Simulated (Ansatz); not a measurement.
# Direct or indirect: PbO2 sheet (P-3m1)

```
CELL_PARAMETERS angstrom
3.41326 0.00000 0.00000
1.70663 2.95597 0.00000
0.00000 0.00000 17.12000
ATOMIC_POSITIONS crystal
Pb 0.33333 0.33333 0.50000
O 0.00000 0.00000 0.43797
O 0.66667 0.66667 0.56203
```

Method: Ansatz, PBE, independent particles, without spin-orbit coupling, line width 0.15 eV (Gaussian). The band structure gives a fundamental gap of 1.28 eV. The spectrum of vertical transitions near the edge:

| E (eV) | absorbance (%), E ∥ xy |
| --- | --- |
| 0.84 | 0.00 |
| 0.96 | 0.00 |
| 1.08 | 0.00 |
| 1.20 | 0.00 |
| 1.32 | 0.00 |
| 1.44 | 0.00 |
| 1.56 | 0.03 |
| 1.68 | 0.11 |
| 1.80 | 0.21 |
| 1.92 | 0.31 |
| 2.04 | 0.41 |
| 2.16 | 0.55 |
| 2.28 | 0.90 |
| 2.40 | 1.95 |
| 2.52 | 3.37 |
| 2.64 | 4.00 |
| 2.76 | 4.08 |
| 2.88 | 4.09 |
| 3.00 | 4.12 |
| 3.12 | 4.18 |
| 3.24 | 4.25 |
| 3.36 | 4.18 |

(1) Is the gap direct or indirect, and about where do vertical transitions set in?

Results:

(1) Indirect, by the band path, whose least direct gap is 1.63 eV. The curves fit this: they stay near zero above 1.28 eV and rise only from about 1.6 eV, though a forbidden direct transition would look alike. Lines are broadened by 0.15 eV, which spreads the edge, and phonons, which would give weak absorption from the fundamental gap up, are left out. Along the first axis the transitions at the gap are weak, so the curve there climbs slowly.

Note: cells built here by substitution need not match a known phase.

[Logs are printed without paths, hosts, clocks, repeated set-up lines and the standing remarks that a program may print on its own settings, such as how far it seeks lower states.]
